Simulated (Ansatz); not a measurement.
# V(100) with 4 thermally displaced layers, 2x2: scattering by thermal displacements, part 2 of 2

Wanted: the phonon-limited resistivity of V at 300 K by the Landauer route.

Ansatz 0.2.0; Ansatz plane-wave DFT, PBE, PAW files; ballistic transport by layer matching (Landauer), zero bias; PAW set soft_1.

So far. Step 3 (With 8 displaced layers): Over the solved energies the transmission per spin lies between 5.37 and 5.75, out of 9.90 channels of the lead on average (up to 10.4).

## Step 4: With 12 displaced layers

Each atom of 12 layers is moved at random, by amounts drawn from a normal law 0.0787 Å wide in each direction from the Debye model (380 K) at 300 K. A fresh draw is used; the growth of the resistance with length is what counts.

System of this step: V(100) with 12 thermally displaced layers, 2x2. The cell holds 88 atoms: 88 V. Cell: a = 6.052 Å, b = 6.052 Å, c = 33.286 Å, α = 90.0°, β = 90.0°, γ = 90.0°. It derives from V. Regions: lead, 40 atoms (40 V); scattering region, 48 atoms (48 V). The structure is stacked along c, and the current runs across the ab planes.

Input file input.yaml:

```yaml
crystal:
  lattice:
    - [6.052, 0.0, 0.0]
    - [0.0, 6.052, 0.0]
    - [0.0, 0.0, 33.286]
  atoms:
    - { symbol: V, position: [0.0, 0.0, 0.0227272727] }
    - { symbol: V, position: [0.0, 0.5, 0.0227272727] }
    - { symbol: V, position: [0.5, 0.0, 0.0227272727] }
    - { symbol: V, position: [0.5, 0.5, 0.0227272727] }
    - { symbol: V, position: [0.25, 0.25, 0.0681818182] }
    - { symbol: V, position: [0.25, 0.75, 0.0681818182] }
    - { symbol: V, position: [0.75, 0.25, 0.0681818182] }
    - { symbol: V, position: [0.75, 0.75, 0.0681818182] }
    - { symbol: V, position: [0.0, 0.0, 0.1136363636] }
    - { symbol: V, position: [0.0, 0.5, 0.1136363636] }
    - { symbol: V, position: [0.5, 0.0, 0.1136363636] }
    - { symbol: V, position: [0.5, 0.5, 0.1136363636] }
    - { symbol: V, position: [0.25, 0.25, 0.1590909091] }
    - { symbol: V, position: [0.25, 0.75, 0.1590909091] }
    - { symbol: V, position: [0.75, 0.25, 0.1590909091] }
    - { symbol: V, position: [0.75, 0.75, 0.1590909091] }
    - { symbol: V, position: [0.0, 0.0, 0.2045454545] }
    - { symbol: V, position: [0.0, 0.5, 0.2045454545] }
    - { symbol: V, position: [0.5, 0.0, 0.2045454545] }
    - { symbol: V, position: [0.5, 0.5, 0.2045454545] }
    - { symbol: V, position: [0.2428800737, 0.248796068, 0.2505949832] }
    - { symbol: V, position: [0.2455924637, 0.7249810196, 0.2498290735] }
    - { symbol: V, position: [0.7529307959, 0.2641044421, 0.2513664665] }
    - { symbol: V, position: [0.7416299966, 0.7405867272, 0.2547544314] }
    - { symbol: V, position: [0.0098406606, 0.0238192884, 0.3004900127] }
    - { symbol: V, position: [0.9893601905, 0.5050107246, 0.2965379665] }
    - { symbol: V, position: [0.5072781889, 0.0070478567, 0.2959323412] }
    - { symbol: V, position: [0.5022646852, 0.4804588286, 0.2950634236] }
    - { symbol: V, position: [0.2402766288, 0.2516398627, 0.3398034909] }
    - { symbol: V, position: [0.2580443397, 0.7606527118, 0.3416390514] }
    - { symbol: V, position: [0.7541120107, 0.2512088434, 0.3398501896] }
    - { symbol: V, position: [0.7478605341, 0.7435537404, 0.3418265586] }
    - { symbol: V, position: [0.0001835558, 0.0075601407, 0.3832218006] }
    - { symbol: V, position: [0.0115462501, 0.4900805468, 0.3846272897] }
    - { symbol: V, position: [0.4974321016, 0.9926727486, 0.387052056] }
    - { symbol: V, position: [0.4925325439, 0.486090619, 0.3843635785] }
    - { symbol: V, position: [0.2670633557, 0.2505756137, 0.4290573396] }
    - { symbol: V, position: [0.2501089546, 0.729763716, 0.4360499444] }
    - { symbol: V, position: [0.7301729849, 0.2562265484, 0.4331036857] }
    - { symbol: V, position: [0.7311415301, 0.7539053279, 0.4341761804] }
    - { symbol: V, position: [0.0060811775, 0.0033947181, 0.4795170427] }
    - { symbol: V, position: [0.0020926878, 0.5043754705, 0.4769730943] }
    - { symbol: V, position: [0.5082171211, 0.9877565726, 0.4791449986] }
    - { symbol: V, position: [0.4934281636, 0.4858152111, 0.4781364263] }
    - { symbol: V, position: [0.2720181936, 0.2625073674, 0.5215079229] }
    - { symbol: V, position: [0.2590788048, 0.7440926598, 0.5224340057] }
    - { symbol: V, position: [0.7511643872, 0.2198627887, 0.5231803814] }
    - { symbol: V, position: [0.7366091379, 0.7409297928, 0.5192408027] }
    - { symbol: V, position: [0.9802759899, 0.9877321185, 0.5701340964] }
    - { symbol: V, position: [0.0216681536, 0.4996721882, 0.5707635607] }
    - { symbol: V, position: [0.4965667279, 0.9751333178, 0.5685363239] }
    - { symbol: V, position: [0.5057959996, 0.4944255109, 0.5688964835] }
    - { symbol: V, position: [0.2574465359, 0.2387707182, 0.610144115] }
    - { symbol: V, position: [0.2471224188, 0.7472549948, 0.6128024259] }
    - { symbol: V, position: [0.762839906, 0.272442614, 0.6126511244] }
    - { symbol: V, position: [0.759089561, 0.7622375353, 0.6153227545] }
    - { symbol: V, position: [0.0136233676, 0.9949375818, 0.6608403187] }
    - { symbol: V, position: [0.0263299501, 0.5104522909, 0.6576250553] }
    - { symbol: V, position: [0.50790377, 0.01641823, 0.6599634457] }
    - { symbol: V, position: [0.4926725391, 0.5200689539, 0.6561356027] }
    - { symbol: V, position: [0.2565474313, 0.2497896242, 0.7017228102] }
    - { symbol: V, position: [0.2658598843, 0.7545245467, 0.7017863435] }
    - { symbol: V, position: [0.7578259417, 0.2443867033, 0.7000459576] }
    - { symbol: V, position: [0.7410402572, 0.75342769, 0.7060486921] }
    - { symbol: V, position: [0.0021532994, 0.0005874058, 0.7511113787] }
    - { symbol: V, position: [0.997256093, 0.515307203, 0.7503514908] }
    - { symbol: V, position: [0.5038226766, 0.0070335083, 0.7475001279] }
    - { symbol: V, position: [0.4907759571, 0.5198803511, 0.7507928997] }
    - { symbol: V, position: [0.25, 0.25, 0.7954545455] }
    - { symbol: V, position: [0.25, 0.75, 0.7954545455] }
    - { symbol: V, position: [0.75, 0.25, 0.7954545455] }
    - { symbol: V, position: [0.75, 0.75, 0.7954545455] }
    - { symbol: V, position: [0.0, 0.0, 0.8409090909] }
    - { symbol: V, position: [0.0, 0.5, 0.8409090909] }
    - { symbol: V, position: [0.5, 0.0, 0.8409090909] }
    - { symbol: V, position: [0.5, 0.5, 0.8409090909] }
    - { symbol: V, position: [0.25, 0.25, 0.8863636364] }
    - { symbol: V, position: [0.25, 0.75, 0.8863636364] }
    - { symbol: V, position: [0.75, 0.25, 0.8863636364] }
    - { symbol: V, position: [0.75, 0.75, 0.8863636364] }
    - { symbol: V, position: [0.0, 0.0, 0.9318181818] }
    - { symbol: V, position: [0.0, 0.5, 0.9318181818] }
    - { symbol: V, position: [0.5, 0.0, 0.9318181818] }
    - { symbol: V, position: [0.5, 0.5, 0.9318181818] }
    - { symbol: V, position: [0.25, 0.25, 0.9772727273] }
    - { symbol: V, position: [0.25, 0.75, 0.9772727273] }
    - { symbol: V, position: [0.75, 0.25, 0.9772727273] }
    - { symbol: V, position: [0.75, 0.75, 0.9772727273] }
kpoints:
  mp_grid: { grid: [4, 4, 1] }
hamiltonian:
  xc: pbe
  pseudopotentials: { kind: paw, azcp: { folder: soft_1 } }
scf:
  occupations: { method: fermi_dirac, width: 0.1 }
output:
  transmission: { leads: [[0, 4]], kmesh: [8, 8], e_range: [-0.05, 0.05], de: 0.05 }
  write_potential: true
  write_density: true
  volumetric_format: npy
```

On the command line:

```sh
$ ansatz run input.yaml --threads 4 --pin off --max-ram 15360MiB --backend cpu --events-out ev --progress --plain --runs-dir out
```

Numbers of over 12 decimals in the logs are rounded to 6 here.

What it wrote:

```text
[...]
Crystal: 88 atoms, lattice volume = 1219.156 Å³
Basis set: ecut = 420 eV, 23843 PW (Γ)
Bands: 687, of which v1, the nominal top of the filled ones, is band 572 counted from 1 (571 counted from 0)
Symmetry: 1 space group operations
[...]
k-points: 10 of 16 (time reversal used)
[...]
SCF iter   1: F=—  HF=-256315.972075 eV  |F-HF|=—  |Δ(HF+E_count)|=         —  Δρ=8.54e-2  dr2=1.21e2  ethr=3.10e-3  ⟨swp⟩=6.4  Hψ=25697  notcnv=0
[...]
SCF iter  10: F=-256292.072523 eV  HF=-256292.072523 eV  |F-HF|=7.42e-8  |Δ(HF+E_count)|=   3.83e-8  Δρ=2.23e-6  dr2=7.78e-8  ethr=8.74e-12  ⟨swp⟩=11.4  Hψ=17414  notcnv=0
SCF 1 converged in 10 iterations: F = -256292.072523 eV  dr2 = 7.78e-8
[...]
transmission: 150 of 1428 steps passed
transmission: 294 of 1428 steps passed
[...]
transmission: 1428 of 1428 steps passed
SCF converged after 10 iterations
Free energy (F): -256292.072523 eV
[...]
Internal energy: -256287.106438 eV  (E = F + TS)
E sigma→0 (E₀):  -256289.589481 eV
Entropy (-TS):   -4.966085 eV (-56.433 meV/atom)
Fermi energy:    16.065282 eV
[...]
--- Band table (eV; the first three rows and the last of 10) ---
  k-point 0: bands = [... 568 lower, 16.4854, 16.4942, 16.5023, 16.5097, 16.5258, 16.5314, 16.5358, 16.5420, ... 111 higher]
  k-point 1: bands = [... 568 lower, 16.2660, 16.2817, 16.2940, 16.3001, 16.3141, 16.3213, 16.3364, 16.3472, ... 111 higher]
  k-point 2: bands = [... 568 lower, 15.9635, 15.9733, 15.9833, 16.0057, 16.0245, 16.0280, 16.0401, 16.0442, ... 111 higher]
  k-point 9: bands = [... 568 lower, 15.5999, 15.6090, 15.6151, 15.6181, 15.6272, 15.6314, 15.6366, 15.6445, ... 111 higher]
--- Transmission ---
  basis      : 325 plane waves across, 42 finite elements along
  points     : 34, standing for a mesh of 8 x 8
[...]
channels       : 1.004688e1 a spin
[...]
junction   : crystal 0 to crystal 0, 0.70 to 32.47 Å
    transmission   : 5.145103e0 a spin
[...]
```

Run time: 26 min. Hardware: 4 threads of Intel Xeon Platinum 8259CL at 2.50GHz (Skylake/Cascade Lake), shared host; peak memory 7.3 GiB.

This step gave:

- free energy: -256292.0725 eV
- energy at zero smearing: -256289.5895 eV
- transmission per spin nearest the Fermi level: 5.145
- step of the lead's potential: 0.6 meV

Per spin. Transmission, zone mean against energy, zero at the Fermi level:

| energy (eV) | transmission, zone mean |
| --- | --- |
| -0.0500 | 5.32 |
| 0.0000 | 5.15 |
| 0.0500 | 4.86 |

Over the solved energies the transmission per spin lies between 4.86 and 5.32, out of 9.90 channels of the lead on average (up to 10.4).

## Step 5: Resistance against length

This step: Ansatz plane-wave DFT, PBE, PAW files; ballistic transport by layer matching (Landauer), zero bias; resistivity from the slope of the area resistance; PAW set soft_1 (Ansatz 0.2.0).

Numbers from this step:

```
resistivity           : 23.80 µΩ cm
intercept             : 0.03759 fΩ m²
scatter about the fit : 0.03043 fΩ m²
```

Resistance, by row:

| run | length (Å) | T | channels N | RA (fΩ m²) |
| --- | --- | --- | --- | --- |
| n4 | 6.052 | 7.462 | 9.984 | 0.1601 |
| n8 | 12.1 | 5.587 | 9.901 | 0.3686 |
| n12 | 18.16 | 5.107 | 9.901 | 0.4481 |

The area resistance by length of the displaced region:

| length of the displaced region (Å) | area resistance (fΩ m²) |
| --- | --- |
| 6.05 | 0.160 |
| 12.10 | 0.369 |
| 18.16 | 0.448 |

The area resistance goes from 0.16 to 0.45 fΩ m² between 6.1 and 18.2 Å, a slope of 24 µΩ cm.

By hand from the end points: (0.4481 − 0.1601) fΩ m² / (18.16 − 6.05) Å = 24 µΩ cm, since 1 fΩ m² per Å is 1000 µΩ cm.

## Step 6: Outcome

| Property | Result |
| --- | --- |
| resistivity from the slope | 23.8 µΩ cm |
| area resistance over 6.05 Å | 0.160 fΩ m² |
| area resistance over 12.1 Å | 0.369 fΩ m² |
| area resistance over 18.2 Å | 0.448 fΩ m² |

**Reading.** The slope gives 24 µΩ cm. The points scatter by 0.030 fΩ m² about the line, with one random draw a length in a 2x2 cell, so the slope is a rough value. The mean square of the displacements drawn is 0.75, 0.94 and 0.81 of the nominal one at the three lengths; with each resistance scaled back by that, the slope is 28 µΩ cm, the value used below. Read with a model of isotropic scattering on a spherical Fermi surface and the lead's 2.1×10¹⁵ S/m², this slope means a mean free path near 13 Å; over these lengths the model's slope is within 3 % of its bulk resistivity. Uncorrelated displacements put too much weight on short waves, which scatter strongly; with the sideways repeat of a small cell, one draw and three short lengths, the method is good to a factor of two or three. The measured value is 20.2 µΩ cm (CRC Handbook of Chemistry and Physics, 84th ed., 2003, Electrical Resistivity of Pure Metals); the scaled slope is 1.4 times that: fair for so small a cell.

[Logs are printed without paths, hosts, clocks, repeated set-up lines and the standing remarks that a program may print on its own settings, such as how far it seeks lower states.]

[Hosts, paths, dates, database ids (printed as entryN), source tags and the programs' standing remarks are cut or masked in the printed files.]
